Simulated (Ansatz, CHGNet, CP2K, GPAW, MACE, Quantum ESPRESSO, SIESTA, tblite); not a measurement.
## Random packing of 70AlN-30Al2O3 (mol %) (78 atoms) in GPAW

How do the settings of GPAW change the result for random packing of 70AlN-30Al2O3 (mol %) (78 atoms)? A plane-wave run serves as the yardstick.

Main program and level: GPAW 26.7.0; the method is named at each step.

### 1. The starting structure

The cell holds 78 atoms: 35 Al, 19 N and 24 O. Its edges and angles: a = 9.322 Å, b = 9.322 Å, c = 9.322 Å, α = 90.0°, β = 90.0°, γ = 90.0°. 78 atoms (35 Al, 19 N, 24 O) packed at random in a cube at 3.27 g/cm³ and pushed apart as soft spheres, cations and anions kept from their own kind; a start for melting by ab initio MD, not an equilibrated structure. Then every atom was moved at random, 0.05 Å r.m.s. a Cartesian component.

The yardstick, on the same geometry:

| Item | Value |
| --- | --- |
| method | Kohn-Sham DFT, PBE, SSSP efficiency 1.3.0 pseudopotentials, plane waves (Quantum ESPRESSO 7.5); sssp-pbe-1.3.0-efficiency, cutoffs 60/480 Ry, Γ point |
| r.m.s. force component | 2.024 eV/Å |
| longest force | 5.888 eV/Å |
| pressure | 10.62 GPa |
| time | 12 min on 2 MPI ranks of Intel Xeon at 2.30GHz, shared host |
| CPU time | 25 min |

### 2. PBE, LCAO dzp, h 0.18 Å

Method: Kohn-Sham DFT, PBE, PAW, atomic orbitals (dzp).

File run.py:

```python
import numpy as np
from ase.io import read
from gpaw import GPAW, FermiDirac

atoms = read("structure.xyz")
atoms.calc = GPAW(
    mode="lcao",
    basis="dzp",
    h=0.18,
    xc="PBE",
    kpts={"size": (1, 1, 1), "gamma": True},
    occupations=FermiDirac(0.05),
    maxiter=200,
    symmetry={"point_group": False},
    txt="gpaw.txt",
)
energy = atoms.get_potential_energy(force_consistent=True)
forces = atoms.get_forces()
print(f"energy {energy:.6f} eV")
print("forces (eV/A)")
for i, (a, f) in enumerate(zip(atoms, forces)):
    print(f"{i:4d} {a.symbol:2s} {f[0]:10.5f} {f[1]:10.5f} {f[2]:10.5f}")
print(f"Fermi level {atoms.calc.get_fermi_level():.4f} eV")
for k in range(len(atoms.calc.get_ibz_k_points())):
    for s in range(atoms.calc.get_number_of_spins()):
        e = atoms.calc.get_eigenvalues(kpt=k, spin=s)
        n = np.searchsorted(e, atoms.calc.get_fermi_level())
        print(f"k {k} spin {s} levels about the Fermi level:", np.round(e[max(n - 6, 0):n], 4).tolist(), "|", np.round(e[n:n + 6], 4).tolist())
```

File structure.xyz:

```xyz
78
Lattice="9.32240 0.00000 0.00000 0.00000 9.32240 0.00000 0.00000 0.00000 9.32240" Properties=species:S:1:pos:R:3 pbc="T T T"
Al 7.01613 1.52486 3.12925
Al 9.29676 0.84004 5.48176
Al 1.92125 5.73896 6.96038
Al 9.04944 7.60838 3.50261
Al 8.32528 2.80958 7.07915
Al 3.77818 1.81768 1.02099
Al 8.92918 5.24646 4.18175
Al 5.00026 4.46040 0.91341
Al 7.38148 3.09830 0.02685
Al 1.09986 8.54379 0.77749
Al 1.99453 6.17423 0.32237
Al 0.71587 3.09289 5.35507
Al 6.25347 8.12680 2.69222
Al 4.21717 4.14893 5.00939
Al 7.43722 8.46959 5.36933
Al 2.12448 2.73072 7.23950
Al 6.98742 5.70139 0.45176
Al 0.71755 1.72595 0.49893
Al 8.97794 5.62439 8.05679
Al 4.76794 2.96807 8.18647
Al 2.77164 3.87858 0.11233
Al 2.63964 7.54928 2.30506
Al 4.84345 0.20379 4.32746
Al 1.57427 9.01653 3.90180
Al 6.12333 1.35296 0.87612
Al 0.64362 2.98224 2.97524
Al 2.16951 9.24474 8.18320
Al 4.54542 5.92513 8.21825
Al 9.00684 0.36451 8.03693
Al 8.10163 7.77087 1.24426
Al 7.56755 7.53446 8.22217
Al 4.77689 0.71037 7.14851
Al 4.57115 7.75847 5.98237
Al 6.12286 5.97939 4.54029
Al 6.05825 4.59221 6.67819
N 6.19716 0.70543 5.52473
N 0.60316 3.84633 7.02378
N 7.27716 4.57860 8.12988
N 5.82277 7.81236 4.58979
N 0.75903 1.39733 7.00821
N 0.08297 7.50658 8.51909
N 2.30739 1.83167 8.92182
N 7.73927 4.34629 5.76348
N 3.42729 4.18995 7.33915
N 6.21431 7.93420 6.96271
N 1.12158 5.60957 2.97925
N 3.50737 7.24873 9.10798
N 4.62251 2.52926 5.83144
N 5.90061 6.92151 8.98176
N 0.45102 8.46138 6.32534
N 4.21596 5.73262 5.91814
N 6.96122 3.74220 2.24838
N 4.10558 6.88245 3.18537
N 0.30083 9.03499 2.49150
O 5.34080 8.89087 1.35855
O 6.00325 3.98700 4.19051
[... 18 atom lines left out ...]
O 4.41649 0.83613 8.93431
O 3.33639 5.51578 1.37095
O 3.67442 3.20430 3.07770
O 6.60250 2.56841 6.96113
```

Run with:

```bash
$ OMP_NUM_THREADS=1 python run.py > output.txt
```

Output:

```text
energy -399.003634 eV
forces (eV/A)
   0 Al   -0.29712    4.15438    1.72327
   1 Al   -0.35160   -2.25986   -2.11885
   2 Al    1.36119    0.92182   -3.27575
   3 Al   -0.99678   -2.24582    0.05024
   4 Al    0.05925    1.79100    0.92952
   5 Al   -3.56268   -1.45720    2.19677
   6 Al   -1.13047   -0.35864    0.91848
   7 Al   -0.13208   -0.32821    5.73693
   8 Al    1.30374    1.99693    1.45839
   9 Al   -0.13164    0.39859    1.06461
  10 Al   -2.85295    0.72334    0.32932
  11 Al    1.10011    1.97034   -2.47597
  12 Al   -2.44269   -2.36508   -1.15971
  13 Al   -1.61875   -2.64186   -4.33122
  14 Al   -0.51082   -0.25192    2.01673
  15 Al    2.07860   -2.14814    1.27664
  16 Al    1.21979   -2.03049    2.66138
  17 Al    0.27549    2.39191    1.32267
  18 Al    1.10089   -2.70683   -1.70333
  19 Al    0.98048   -0.26173   -1.16321
  20 Al   -2.71414   -0.96140    1.10365
  21 Al    2.83110   -1.46589   -0.39747
  22 Al   -2.64354    2.07310   -0.73673
  23 Al    3.40134    3.51231    2.19790
[...]
70 O     0.54741   -2.17028   -1.97390
  71 O    -1.89679   -4.33484    0.74187
  72 O    -0.86909   -1.33611    0.18156
  73 O    -1.74518   -1.88939    1.48056
  74 O     3.62478    1.41009   -2.21557
  75 O     1.47164   -1.15662   -1.62425
  76 O     2.14606   -0.37778   -1.00216
  77 O    -2.94870    1.25623    1.75282
Fermi level 7.2297 eV
k 0 spin 0 levels about the Fermi level: [6.9126, 6.9573, 6.9964, 7.0379, 7.1205, 7.2122] | [7.2403, 7.3695, 7.408, 7.4428, 7.4965, 7.6223]
```

gpaw.txt:

```text
Input parameters:
  mode=LCAO(),
  basis={'default': 'dzp'},
  h=0.18,
  kpts=MonkhorstPack(size=(1, 1, 1), gamma=True),
  maxiter=200,
  occupations=Occupations(name='fermi-dirac', width=0.05, fixmagmom=False),
  symmetry=Symmetry(point_group=False),
  xc=XC(name='PBE')
Unit cell  # Å
| periodic |        x |        y |        z |  lengths |    angles |
|----------|----------|----------|----------|----------|-----------|
|      yes | 9.322400 | 0.000000 | 0.000000 | 9.322400 | 90.000000 |
|      yes | 0.000000 | 9.322400 | 0.000000 | 9.322400 | 90.000000 |
|      yes | 0.000000 | 0.000000 | 9.322400 | 9.322400 | 90.000000 |
Number of symmetries: 1
Symmetry operations  # r_c * U_cc + t_c -> r_c
|   | kind |            matrix            |
|---|------|------------------------------|
| 0 |  E   |  1, 0, 0,  0, 1, 0,  0, 0, 1 |
BZ-sampling:
  Number of BZ points: 1
  Number of IBZ points: 1
  Monkhorst-Pack size: [1, 1, 1]
  Monkhorst-Pack shift: [0, 0, 0]
[... lines left out ...]
  Fermi-Dirac:
[... lines left out ...]
    Stencil: 6*3+1=19 point O(h^6) finite-difference Laplacian
xc functional:
  name: PBE with 2 nearest neighbor stencil
interpolation: tri-quintic # 5. degree polynomial
Initialization done in: 12.635 s
convergence criteria:
- Maximum [total energy] change in last 3 cyles: 0.0005 eV / valence electron
- Maximum integral of absolute [dens]ity change: 0.0001 electrons / valence electron
- Maximum integral of absolute [eigenst]ate change: 4e-08 eV^2 / valence electron
maximum number of iterations: 200
SCF iterations
|iter     |      energy | eigst |  dens |
|---------|-------------|-------|-------|
|iter:   1| -437.992907 |      c|       |
|iter:   2| -423.318979 |      c| -0.75 |
|iter:   3| -419.774612 |      c| -0.83 |
|iter:   4| -405.643628 |      c| -0.99 |
[...]
|iter:   9| -399.630661c|      c| -1.55 |
|iter:  10| -399.008425 |      c| -1.64 |
|iter:  11| -398.970837 |      c| -1.95 |
|iter:  12| -398.917815c|      c| -2.08 |
|iter:  13| -398.899725c|      c| -2.34 |
[...]
|iter:  22| -398.886253c|      c| -3.75 |
|iter:  23| -398.886207c|      c| -3.98 |
|iter:  24| -398.886255c|      c| -4.04c|
Converged in 24 steps
SCF loop duration: 847.906 s (35.329 s/step)
Energy contributions relative to reference atoms: (reference = -308252.978079)
Energy contributions:
  Kinetic:         593.704750
  Coulomb:        -457.737753
  Zero:              8.559845
  External:          0.000000
  Xc:             -543.295718
  Entropy:          -0.234758
  Spinorbit:         0.000000
  ----------------------------
  Free energy:    -399.003634
  Extrapolated:   -398.886255
dipole moment: (8.646332, -2.156632, -11.675910)  # |e|*Ang
Fermi level: 7.230
Eigenvalues  # (at kpt = [0.000, 0.000, 0.000])
| band index |      eig [eV] | occ [0-2] |
|------------|---------------|-----------|
|          0 |       -13.176 |     2.000 |
|        ... |               |           |
|        164 |         6.736 |     2.000 |
|        165 |         6.821 |     1.999 |
[...]
|        179 |         7.781 |     0.000 |
|        ... |               |           |
|        210 |        11.308 |     0.000 |
Gap: 0.028 eV
Transition (v -> c):
  (s=0, k=0, n=171, [0.00, 0.00, 0.00]) -> (s=0, k=0, n=172, [0.00, 0.00, 0.00])
No difference between direct/indirect transitions
Force computation time: 98.515  # s
timing:  # [seconds]
  Total:  959.110  # ━━━━━━━━━━━━━━━━━━━━━━━━━━━━━━━━━━━━━━━━━━━━━━━━━━━━━━━━
  Init:    12.634  # ╸
  SCF:    847.906  # ━━━━━━━━━━━━━━━━━━━━━━━━━━━━━━━━━━━━━━━━━━━━━━━━━╸
  Forces:  98.516  # ━━━━━━
```

Elapsed: 16 min, on 1 thread of Intel Xeon at 2.30GHz, shared host; peak memory 1.6 GiB.

Banners, paths, timers and routine set-up lines are dropped from the logs unmarked, and long logs keep their key lines alone; longer cuts are marked.

Against the reference:

* r.m.s. force component: 1.971 eV/Å
* r.m.s. difference of force components: 207.5 meV/Å
* longest difference of force vectors: 729.7 meV/Å
* force difference over r.m.s. force: 10.25 %
* slope of forces against the reference's: 0.9687
* correlation of force components: 0.995

Length of the force difference by element (eV/Å):

| element | atoms | mean | most |
| --- | --- | --- | --- |
| Al | 35 | 0.33 | 0.73 |
| N | 19 | 0.26 | 0.46 |
| O | 24 | 0.39 | 0.56 |

Local excerpt of 12 atoms (numbers count through the whole input) about Al8, which bears the longest force; x, y, z are measured from there.

| atom | x | y | z | distance (Å) | Fx | Fy | Fz (eV/Å) |
| --- | --- | --- | --- | --- | --- | --- | --- |
| Al8 | 0.00 | 0.00 | 0.00 | 0.00 | -0.13 | -0.33 | 5.74 |
| O76 | -1.66 | 1.06 | 0.46 | 2.02 | 1.47 | -1.16 | -1.62 |
| O67 | 1.01 | 1.27 | 1.30 | 2.08 | -0.50 | 0.67 | -0.85 |
| Al17 | 1.99 | 1.24 | -0.46 | 2.39 | 1.22 | -2.03 | 2.66 |
| Al21 | -2.23 | -0.58 | -0.80 | 2.44 | -2.71 | -0.96 | 1.10 |
| N52 | 1.96 | -0.72 | 1.33 | 2.48 | -1.17 | -1.70 | -3.51 |
| Al28 | -0.45 | 1.46 | -2.02 | 2.53 | -1.38 | 0.83 | -0.79 |
| Al20 | -0.23 | -1.49 | -2.05 | 2.55 | 0.98 | -0.26 | -1.16 |
| O77 | -1.33 | -1.26 | 2.16 | 2.83 | 2.15 | -0.38 | -1.00 |
| Al9 | 2.38 | -1.36 | -0.89 | 2.88 | 1.30 | 2.00 | 1.46 |
| N49 | 0.90 | 2.46 | -1.25 | 2.91 | 1.46 | 0.59 | 0.09 |
| Al6 | -1.22 | -2.64 | 0.11 | 2.91 | -3.56 | -1.46 | 2.20 |

Atoms are counted from 1 here, from 0 in the log.

Forces lie 10 % from the reference's, at 0.65 times its CPU time (on 1 against 2 cores).

### 3. PBE, LCAO dzp, h 0.16 Å

Method: Kohn-Sham DFT, PBE, PAW, atomic orbitals (dzp).

run.py: that of step 2 with these lines changed.

```diff
@@ -3,2 +3,3 @@
 from gpaw import GPAW, FermiDirac
+from ase.parallel import parprint as print
 
@@ -8,3 +9,3 @@
     basis="dzp",
-    h=0.18,
+    h=0.16,
     xc="PBE",
```

structure.xyz is that of step 2.

Run with:

```bash
$ OMP_NUM_THREADS=1 mpirun -np 2 gpaw python run.py > output.txt
```

Output:

```text
energy -402.179800 eV
forces (eV/A)
   0 Al   -0.30224    4.15230    1.73189
   1 Al   -0.34214   -2.25728   -2.12040
   2 Al    1.36422    0.92891   -3.27123
   3 Al   -0.98969   -2.24920    0.04609
   4 Al    0.05083    1.79710    0.92687
   5 Al   -3.56657   -1.45951    2.19403
[...]
75 O     1.45303   -1.18628   -1.63251
  76 O     2.15813   -0.39724   -0.96842
  77 O    -2.96121    1.26525    1.72638
Fermi level 7.2272 eV
k 0 spin 0 levels about the Fermi level: [6.9103, 6.9552, 6.994, 7.0355, 7.1181, 7.2097] | [7.2378, 7.3669, 7.4053, 7.4402, 7.4938, 7.6198]
```

gpaw.txt:

```text
Input parameters:
  mode=LCAO(),
  basis={'default': 'dzp'},
  h=0.16,
  kpts=MonkhorstPack(size=(1, 1, 1), gamma=True),
  maxiter=200,
  occupations=Occupations(name='fermi-dirac', width=0.05, fixmagmom=False),
[... lines left out ...]
  Fermi-Dirac:
[... lines left out ...]
convergence criteria:
- Maximum [total energy] change in last 3 cyles: 0.0005 eV / valence electron
[... lines left out ...]
Converged in 24 steps
[... lines left out ...]
  Free energy:    -402.179800
[... lines left out ...]
Fermi level: 7.227
[... lines left out ...]
|        ... |               |           |
|        164 |         6.734 |     2.000 |
|        165 |         6.818 |     1.999 |
[...]
|        179 |         7.778 |     0.000 |
|        ... |               |           |
|        210 |        11.306 |     0.000 |
Gap: 0.028 eV
Transition (v -> c):
  (s=0, k=0, n=171, [0.00, 0.00, 0.00]) -> (s=0, k=0, n=172, [0.00, 0.00, 0.00])
No difference between direct/indirect transitions
Force computation time: 66.691  # s
```

Elapsed: 12 min, on 2 MPI ranks; peak memory 2.6 GiB; 25 min of CPU time.

Compared with the plane-wave run:

| Property | Result |
| --- | --- |
| r.m.s. force component | 1.971 eV/Å |
| r.m.s. difference of force components | 203.6 meV/Å |
| longest difference of force vectors | 725.4 meV/Å |
| force difference over r.m.s. force | 10.06 % |
| slope of forces against the reference's | 0.9691 |
| correlation of force components | 0.9952 |
| energy less the same-level run's | -40.72 meV/atom |
| r.m.s. force difference from the same-level run | 19.51 meV/Å |

Against the first run (10 %), the force difference from the reference is 10 %, at 1.5 times the CPU time (on 2 against 1 cores): the change moves forces by 20 meV/Å r.m.s., so most of the difference comes from elsewhere.

### 4. The ladder

Differences are against the plane-wave reference, forces as r.m.s. over components; share is that over the reference's r.m.s. force, slope the least-squares factor from reference forces to these. Total energies of different programs have different zeros and aren't compared.

| run | Δ force, r.m.s. (meV/Å) | share (%) | slope | cores | CPU time | memory (GiB) |
| --- | --- | --- | --- | --- | --- | --- |
| reference | - | - | - | 2 | 25 min | 2.8 |
| GPAW PBE, LCAO dzp, h 0.18 Å | 207 | 10.3 | 0.969 | 1 | 16 min | 1.6 |
| GPAW PBE, LCAO dzp, h 0.16 Å | 204 | 10.1 | 0.969 | 2 | 25 min | 2.6 |

CPU time is summed over cores on a shared host, where runs went side by side, so it is rough. Symmetry, cutoffs, thresholds, outputs and thread counts weren't matched or tuned between programs; memory under MPI is the largest rank's times the ranks.

Within one program, basis, potentials and functional, energies share a zero. Each run against its twin at the usual cutoff or grid and solver:

| run | twin | Δ energy (meV/atom) | Δ force, r.m.s. (meV/Å) | CPU time over the twin's |
| --- | --- | --- | --- | --- |
| GPAW PBE, LCAO dzp, h 0.16 Å | LCAO dzp, h 0.18 Å | -40.7 | 19.5 | 1.5 (this twin ran on 1 cores) |

Further runs of this program without a result: GPAW PBE, LCAO szp(dzp), h 0.18 Å (cut off at its time limit).

### 5. Summary of results

| Quantity | Value |
| --- | --- |
| nearest in forces | a tie at 10 % of 2 runs: GPAW PBE, LCAO dzp, h 0.18 Å; GPAW PBE, LCAO dzp, h 0.16 Å |

**Reading.** The PBE runs in local orbitals differ by 10 % in each run; basis, grid and potentials can all enter. None of the electronic-structure runs in the table takes under half the reference's CPU time of 25 min; they take 0.65 to 1.0 times as much. The reference's stress is far from hydrostatic: its diagonal is 7.8, 11.3, 12.7 GPa, compression counted positive. The reference's pressure of 11 GPa belongs to a cell and atoms that aren't relaxed at this level. The electronic-structure runs sample only Γ, in a cell whose shortest periodic width is 9 Å, which is coarse for a cell with partly filled levels.

[Also dropped from logs without a mark: logging warnings of Python, and SIESTA's first energy breakdown and zero terms.]

[Logs are printed without paths, hosts, clocks, repeated set-up lines and the standing remarks that a program may print on its own settings, such as how far it seeks lower states.]

[Hosts, paths, dates, database ids (printed as entryN), source tags and the programs' standing remarks are cut or masked in the printed files.]
